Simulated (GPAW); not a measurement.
## Cu3Te: optical spectrum from first principles

Aim: the dielectric function of Cu3Te, and the optical constants that follow from it.

Method: DFT, RPBE, plane-wave PAW (GPAW data sets), scalar-relativistic, RPA, optical limit, in GPAW 26.7.0.

## Step 1: The starting structure

It takes space group Pm-3m (No. 221, cubic). Conventional cell: a = 3.947 Å, b = 3.947 Å, c = 3.947 Å, α = 90.00°, β = 90.00°, γ = 90.00°. Nearest to Te lie 12 Cu at 2.79 Å. Nearest to Cu lie 8 Cu at 2.79 Å and 4 Te at 2.79 Å. Farther neighbours and most contacts between anions are not listed.

## Step 2: Ground state

First the ground state: is it a metal or has it a gap?

This step: DFT, RPBE, plane-wave PAW (GPAW data sets), scalar-relativistic, ground state (GPAW 26.7.0).

Input file gs.py:

```python
from ase import Atoms
from ase.dft.bandgap import bandgap
from gpaw import GPAW, PW, FermiDirac

atoms = Atoms(['Te', 'Cu', 'Cu', 'Cu'],
              cell=[[3.946662000000, 0.000000000000, 0.000000000000],
                    [0.000000000000, 3.946662000000, 0.000000000000],
                    [0.000000000000, 0.000000000000, 3.946662000000]],
              scaled_positions=[[0.000000000000, 0.000000000000, 0.000000000000],
                                [0.500000000000, 0.500000000000, 0.000000000000],
                                [0.500000000000, 0.000000000000, 0.500000000000],
                                [0.000000000000, 0.500000000000, 0.500000000000]],
              pbc=[True, True, True])
atoms.calc = GPAW(mode=PW(400), xc='RPBE', kpts={'size': (6, 6, 6), 'gamma': True},
                  occupations=FermiDirac(0.05), maxiter=150, txt='gs.txt')
print('energy (eV)', atoms.get_potential_energy())
print('Fermi level (eV)', atoms.calc.get_fermi_level())
print('valence electrons', atoms.calc.get_number_of_electrons())
print('gap (eV)', bandgap(atoms.calc, output=None)[0])
print('direct gap (eV)', bandgap(atoms.calc, direct=True, output=None)[0])
atoms.calc.write('gs.gpw')
```

Launch:

```
OMP_NUM_THREADS=1 python gs.py
```

Numbers of over 12 decimals in the logs are rounded to 6 here.

Output:

```text
__  _  _
 | _ |_)|_||  |
 |__||  | ||/\| - 26.7.0

Versions:
  Python: 3.12.14
  ASE:    3.29.0
  Numpy:  2.5.5
  Scipy:  1.18.1
  Libxc:  7.0.0

Input parameters:
  mode=PW(ecut=400.0),
  kpts=MonkhorstPack(size=(6, 6, 6), gamma=True),
  maxiter=150,
  occupations=Occupations(name='fermi-dirac', width=0.05, fixmagmom=False),
  xc=XC(name='RPBE')

Diagonalizing LCAO Hamiltonian
Converting LCAO to pw mode
   .---------.
  /|         |
 * |         |
 | |         |
 |Cu         |
 | .--Cu-----.
 |/    Cu   /
 Te--------*

Atoms  # Å, Bohr magnetons
|   | symbol |        x |        y |        z |    initial magnetic moments |
| 0 |     Te | 0.000000 | 0.000000 | 0.000000 | ( 0.0000,  0.0000,  0.0000) |
| 1 |     Cu | 1.973331 | 1.973331 | 0.000000 | ( 0.0000,  0.0000,  0.0000) |
| 2 |     Cu | 1.973331 | 0.000000 | 1.973331 | ( 0.0000,  0.0000,  0.0000) |
| 3 |     Cu | 0.000000 | 1.973331 | 1.973331 | ( 0.0000,  0.0000,  0.0000) |

Unit cell  # Å
| periodic |        x |        y |        z |  lengths |    angles |
|      yes | 3.946662 | 0.000000 | 0.000000 | 3.946662 | 90.000000 |
|      yes | 0.000000 | 3.946662 | 0.000000 | 3.946662 | 90.000000 |
|      yes | 0.000000 | 0.000000 | 3.946662 | 3.946662 | 90.000000 |

Number of symmetries: 48
Symmetry operations  # r_c * U_cc + t_c -> r_c
|    | kind |            matrix            |
|  0 |  E   |  1, 0, 0,  0, 1, 0,  0, 0, 1 |
|  1 |  σ   |  1, 0, 0,  0, 1, 0,  0, 0,-1 |
|  2 |  σ   |  1, 0, 0,  0, 0, 1,  0, 1, 0 |
|  3 |  C4  |  1, 0, 0,  0, 0, 1,  0,-1, 0 |
|  4 |  C4  |  1, 0, 0,  0, 0,-1,  0, 1, 0 |
|  5 |  σ   |  1, 0, 0,  0, 0,-1,  0,-1, 0 |
|  6 |  σ   |  1, 0, 0,  0,-1, 0,  0, 0, 1 |
|  7 |  C2  |  1, 0, 0,  0,-1, 0,  0, 0,-1 |
|  8 |  σ   |  0, 1, 0,  1, 0, 0,  0, 0, 1 |
|  9 |  C2  |  0, 1, 0,  1, 0, 0,  0, 0,-1 |
| 10 |  C3  |  0, 1, 0,  0, 0, 1,  1, 0, 0 |
| 11 |  S6  |  0, 1, 0,  0, 0, 1, -1, 0, 0 |
| 12 |  S6  |  0, 1, 0,  0, 0,-1,  1, 0, 0 |
| 13 |  C3  |  0, 1, 0,  0, 0,-1, -1, 0, 0 |
| 14 |  C4  |  0, 1, 0, -1, 0, 0,  0, 0, 1 |
| 15 |  S4  |  0, 1, 0, -1, 0, 0,  0, 0,-1 |
| 16 |  C3  |  0, 0, 1,  1, 0, 0,  0, 1, 0 |
| 17 |  S6  |  0, 0, 1,  1, 0, 0,  0,-1, 0 |
| 18 |  σ   |  0, 0, 1,  0, 1, 0,  1, 0, 0 |
| 19 |  C4  |  0, 0, 1,  0, 1, 0, -1, 0, 0 |
| 20 |  C2  |  0, 0, 1,  0,-1, 0,  1, 0, 0 |
| 21 |  S4  |  0, 0, 1,  0,-1, 0, -1, 0, 0 |
| 22 |  S6  |  0, 0, 1, -1, 0, 0,  0, 1, 0 |
| 23 |  C3  |  0, 0, 1, -1, 0, 0,  0,-1, 0 |
| 24 |  S6  |  0, 0,-1,  1, 0, 0,  0, 1, 0 |
| 25 |  C3  |  0, 0,-1,  1, 0, 0,  0,-1, 0 |
| 26 |  C4  |  0, 0,-1,  0, 1, 0,  1, 0, 0 |
| 27 |  σ   |  0, 0,-1,  0, 1, 0, -1, 0, 0 |
| 28 |  S4  |  0, 0,-1,  0,-1, 0,  1, 0, 0 |
| 29 |  C2  |  0, 0,-1,  0,-1, 0, -1, 0, 0 |
| 30 |  C3  |  0, 0,-1, -1, 0, 0,  0, 1, 0 |
| 31 |  S6  |  0, 0,-1, -1, 0, 0,  0,-1, 0 |
| 32 |  C4  |  0,-1, 0,  1, 0, 0,  0, 0, 1 |
| 33 |  S4  |  0,-1, 0,  1, 0, 0,  0, 0,-1 |
| 34 |  S6  |  0,-1, 0,  0, 0, 1,  1, 0, 0 |
| 35 |  C3  |  0,-1, 0,  0, 0, 1, -1, 0, 0 |
| 36 |  C3  |  0,-1, 0,  0, 0,-1,  1, 0, 0 |
| 37 |  S6  |  0,-1, 0,  0, 0,-1, -1, 0, 0 |
| 38 |  σ   |  0,-1, 0, -1, 0, 0,  0, 0, 1 |
| 39 |  C2  |  0,-1, 0, -1, 0, 0,  0, 0,-1 |
| 40 |  σ   | -1, 0, 0,  0, 1, 0,  0, 0, 1 |
| 41 |  C2  | -1, 0, 0,  0, 1, 0,  0, 0,-1 |
| 42 |  C2  | -1, 0, 0,  0, 0, 1,  0, 1, 0 |
| 43 |  S4  | -1, 0, 0,  0, 0, 1,  0,-1, 0 |
| 44 |  S4  | -1, 0, 0,  0, 0,-1,  0, 1, 0 |
| 45 |  C2  | -1, 0, 0,  0, 0,-1,  0,-1, 0 |
| 46 |  C2  | -1, 0, 0,  0,-1, 0,  0, 0, 1 |
| 47 |  i   | -1, 0, 0,  0,-1, 0,  0, 0,-1 |

BZ-sampling:
  Number of BZ points: 216
  Number of IBZ points: 20

  Monkhorst-Pack size: [6, 6, 6]
  Monkhorst-Pack shift: [0.083333, 0.083333, 0.083333]

K-points  # in reciprocal-cell coordinates
|     |                                coordinates |     weight |
|   0 | (  0.00000000,   0.00000000,   0.00000000) | 0.00462963 |
|   1 | (  0.16666667,   0.00000000,   0.00000000) | 0.02777778 |
|   2 | (  0.16666667,   0.16666667,   0.00000000) | 0.05555556 |
|   3 | (  0.16666667,   0.16666667,   0.16666667) | 0.03703704 |
|   4 | (  0.33333333,   0.00000000,   0.00000000) | 0.02777778 |
|   5 | (  0.33333333,   0.16666667,   0.00000000) | 0.11111111 |
|   6 | (  0.33333333,   0.16666667,   0.16666667) | 0.11111111 |
|   7 | (  0.33333333,   0.33333333,   0.00000000) | 0.05555556 |
|   8 | (  0.33333333,   0.33333333,   0.16666667) | 0.11111111 |
|   9 | (  0.33333333,   0.33333333,   0.33333333) | 0.03703704 |
| ... |                                            |            |
|  19 | (  0.50000000,   0.50000000,   0.50000000) | 0.00462963 |

Plane wave coefficients: 1141
Cutoff: 400.0 eV

Spin-components: 1 (collinear spins)
Bands:           28
Projectors:      23
Spin-degeneracy: 2
Datatype:        complex128

Parallelization:
  kpt:    1
  domain: 1
  band:   1

Density:
  Valence electrons: 39.0
  Components: 1
  Grid points: [20 20 20]
  Charge: 0.0  # |e|

Potential:
  Grid points: [20 20 20]

species:
  Te:
    name:    Tellurium
    id:
    Z:       52.0
    valence: 6
    core:    46
    charge:  0.0  # [|e|]
    compensation charges:
      type: gauss
      rc: 0.36  # [Å]
      lmax: 2
    cutoffs:
      filter: 2.09  # [Å]
      core: 3.17  # [Å]
    projectors
    | kind |    occ | energy [eV] | rcut [Å] |
    |   5s |  2.000 |     -15.026 |    1.180 |
    |   5p |  4.000 |      -5.917 |    1.196 |
    |    s |        |      12.185 |    1.180 |
    |    p |        |      21.294 |    1.196 |
    |    d |        |       0.000 |    1.238 |

    Using partial waves for Te as LCAO basis

  Cu:
    name:    Copper
    id:
    Z:       29.0
    valence: 11
    core:    18
    charge:  0.0  # [|e|]
    compensation charges:
      type: gauss
      rc: 0.33  # [Å]
      lmax: 2
    cutoffs:
      filter: 2.06  # [Å]
      core: 2.43  # [Å]
    projectors
    | kind |    occ | energy [eV] | rcut [Å] |
    |   4s |  1.000 |      -4.495 |    1.164 |
    |   4p |  0.000 |      -0.718 |    1.164 |
    |   3d | 10.000 |      -4.953 |    1.058 |
    |    s |        |      22.716 |    1.164 |
    |    p |        |      26.494 |    1.164 |
    |    d |        |      22.259 |    1.058 |

    Using partial waves for Cu as LCAO basis

Reference energy: -319881.284443  # eV

eigensolver:
  PPCG
  Converge bands: occupied
  niter=2

density mixing:
  MSR1-Mixer
  Pratt-step length: 0.05
  Maximum mixing coefficient: 0.75
  Old densities: 10
  SVD Regularization: 0.005
  Good broyden scale: 1.0
  Trust region scale: 1.0
  Backstep threshold: 4.0
  History deletion threshold: 6.0
  Fourier metric: weight=20.0, sigma=0.015

occupation numbers:
  Fermi-Dirac:
    width: 0.0500  # eV

poisson solver:
  ecut: 3200.0  # eV

xc functional:
  name: RPBE with 2 nearest neighbor stencil

convergence criteria:
- Maximum [total energy] change in last 3 cyles: 0.0005 eV / valence electron
- Maximum integral of absolute [dens]ity change: 0.0001 electrons / valence electron
- Maximum integral of absolute [eigenst]ate change: 4e-08 eV^2 / valence electron
maximum number of iterations: 150

SCF iterations
|iter     |      energy | eigst |  dens |
|iter:   1||  -13.456719 | +0.26 |       |
|iter:   2||  -12.562436 | -1.77 | -1.00 |
|iter:   3||  -11.499452 | -1.35 | -1.12 |
|iter:   4||  -11.469097 | -3.21 | -1.66 |
|iter:   5||  -11.451672 | -3.54 | -1.87 |
|iter:   6||  -11.450456c| -4.92 | -2.57 |
|iter:   7||  -11.450353c| -5.64 | -3.10 |
|iter:   8||  -11.450355c| -7.09 | -3.80 |
|iter:   9||  -11.450356c| -7.89c| -4.29c|

Converged in 9 steps
SCF loop duration: 6.099 s (0.678 s/step)
Energy contributions relative to reference atoms: (reference = -319881.284443)

Energy contributions:
  Kinetic:         -21.246456
  Coulomb:          16.373233
  Zero:              0.822652
  External:          0.000000
  Xc:               -7.396293
  Entropy:          -0.006984
  Spinorbit:         0.000000
  ----------------------------
  Free energy:     -11.453848
  Extrapolated:    -11.450356

dipole moment: (-25.259134, -25.259134, -25.259134)  # |e|*Ang

Fermi level: 9.172
Eigenvalues  # (at kpt = [0.000, 0.000, 0.000])
| band index |      eig [eV] | occ [0-2] |
|          0 |        -4.806 |     2.000 |
|        ... |               |           |
|         12 |         6.208 |     2.000 |
|         13 |         6.624 |     2.000 |
|         14 |         6.624 |     2.000 |
|         15 |         6.834 |     2.000 |
|         16 |         6.990 |     2.000 |
|         17 |         6.990 |     2.000 |
|         18 |         6.990 |     2.000 |
|         19 |         7.982 |     2.000 |
|         20 |        11.842 |     0.000 |
|         21 |        11.842 |     0.000 |
|         22 |        15.231 |     0.000 |
|         23 |        15.231 |     0.000 |
|         24 |        15.231 |     0.000 |
|         25 |        19.980 |     0.000 |
|         26 |        19.980 |     0.000 |
|         27 |        19.980 |     0.000 |

No gap
No difference between direct/indirect transitions

--- standard output ---
energy (eV) -11.450356
Fermi level (eV) 9.172177
valence electrons 39.0
gap (eV) 0.0
direct gap (eV) 0.0
```

Run time: 8.3 s. Hardware: 1 thread of Intel Xeon Platinum 8488C (Sapphire Rapids), shared host; peak memory 0.15 GiB.

Numbers from this step:

| Item | Value |
| --- | --- |
| energy | -11.45 eV |
| Fermi energy | 9.172 eV |
| electrons | 39 |

There are states at the Fermi level within the smearing, so the occupations stay smeared and the carriers get a Drude term.

## Step 3: Bands for the response

At the fixed density, many empty bands are solved on the mesh of the response, since the spectrum sums over them.

This step: DFT, RPBE, plane-wave PAW (GPAW data sets), scalar-relativistic, bands at fixed density (GPAW 26.7.0).

Input file nscf.py:

```python
from ase.dft.bandgap import bandgap
from gpaw import GPAW, FermiDirac

calc = GPAW('gs.gpw').fixed_density(kpts={'size': (8, 8, 8), 'gamma': True}, nbands=57, convergence={'bands': 51},
                                    occupations=FermiDirac(0.05), txt='nscf.txt')
print('gap (eV)', bandgap(calc, output=None)[0])
print('direct gap (eV)', bandgap(calc, direct=True, output=None)[0])
print('top band over the Fermi level (eV)', min(calc.get_eigenvalues(kpt=k)[50] for k in range(len(calc.get_ibz_k_points()))) - calc.get_fermi_level())
calc.write('full.gpw', mode='all')
```

Launch:

```
OMP_NUM_THREADS=1 python nscf.py
```

Output:

```text
Diagonalizing LCAO Hamiltonian
Converting LCAO to pw mode
convergence criteria:
- Maximum integral of absolute [eigenst]ate change: 4e-08 eV^2 / valence electron
maximum number of iterations: 150

SCF iterations
|iter     |      energy | eigst |  dens |
|iter:   1||             | +3.09 |       |
|iter:   2||             | +1.84 |       |
|iter:   3||             | +0.69 |       |
|iter:   4||             | -0.52 |       |
|iter:   5||             | -1.36 |       |
|iter:   6||             | -2.24 |       |
|iter:   7||             | -2.93 |       |
|iter:   8||             | -3.76 |       |
|iter:   9||             | -4.41 |       |
|iter:  10||             | -5.09 |       |
|iter:  11||             | -5.60 |       |
|iter:  12||             | -6.10 |       |
|iter:  13||             | -6.57 |       |
|iter:  14||             | -7.02 |       |
|iter:  15||             | -7.46c|       |
SCF steps: 15
  __  _  _
 | _ |_)|_||  |
 |__||  | ||/\| - 26.7.0

Versions:
  Python: 3.12.14
  ASE:    3.29.0
  Numpy:  2.5.5
  Scipy:  1.18.1
  Libxc:  7.0.0

Input parameters:
  mode=PW(ecut=400.0),
  convergence={'bands': 51},
  gpts=array([20, 20, 20]),
  kpts=MonkhorstPack(size=(8, 8, 8), gamma=True),
  maxiter=150,
  nbands=57,
  occupations=Occupations(name='fermi-dirac', width=0.05, fixmagmom=False),
  parallel={},
  xc=XC(name='RPBE')

--- standard output ---
gap (eV) 0.0
direct gap (eV) 0.0
top band over the Fermi level (eV) 27.504924
```

Run time: 30 s. Hardware: 1 thread; peak memory 0.19 GiB.

(Part 1 of 2 ends here.)

[Machine, clock and banner lines and Python warnings are left out of the logs.]

[Logs are printed without paths, hosts, clocks, repeated set-up lines and the standing remarks that a program may print on its own settings, such as how far it seeks lower states.]

[Hosts, paths, dates, database ids (printed as entryN), source tags and the programs' standing remarks are cut or masked in the printed files.]
